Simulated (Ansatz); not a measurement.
# Direct or indirect: ZnInGaO4 (R3m)

```
CELL_PARAMETERS angstrom
1.68033 0.97014 8.71341
-1.68033 0.97014 8.71341
0.00000 -1.94027 8.71341
ATOMIC_POSITIONS crystal
In 0.00277 0.00277 0.00277
Ga 0.78703 0.78703 0.78703
Zn 0.21838 0.21838 0.21838
O 0.86360 0.86360 0.86360
O 0.12172 0.12172 0.12172
O 0.71136 0.71136 0.71136
O 0.29514 0.29514 0.29514
```

Method: Ansatz, PBE, independent particles, without spin-orbit coupling, line width 0.1 eV (Gaussian). The band structure gives a fundamental gap of 1.07 eV. The spectrum of vertical transitions near the edge:

| E (eV) | Im ε, E ∥ xy | Im ε, E ∥ z |
| --- | --- | --- |
| 0.60 | 0.00 | 0.00 |
| 0.72 | 0.00 | 0.00 |
| 0.84 | 0.00 | 0.00 |
| 0.96 | 0.02 | 0.00 |
| 1.08 | 0.19 | 0.01 |
| 1.20 | 0.43 | 0.02 |
| 1.32 | 0.53 | 0.06 |
| 1.44 | 0.56 | 0.12 |
| 1.56 | 0.56 | 0.35 |
| 1.68 | 0.56 | 0.84 |
| 1.80 | 0.56 | 1.19 |
| 1.92 | 0.57 | 1.36 |
| 2.04 | 0.58 | 1.47 |
| 2.16 | 0.59 | 1.54 |
| 2.28 | 0.62 | 1.59 |
| 2.40 | 0.74 | 1.64 |

Problem. Is the gap direct or indirect, and about where do vertical transitions set in?

Solution. Direct: the band path has its least direct gap at the fundamental one, 1.07 eV, and the curves rise from there. Lines are broadened by 0.1 eV, which spreads the edge.

[Logs are printed without paths, hosts, clocks, repeated set-up lines and the standing remarks that a program may print on its own settings, such as how far it seeks lower states.]
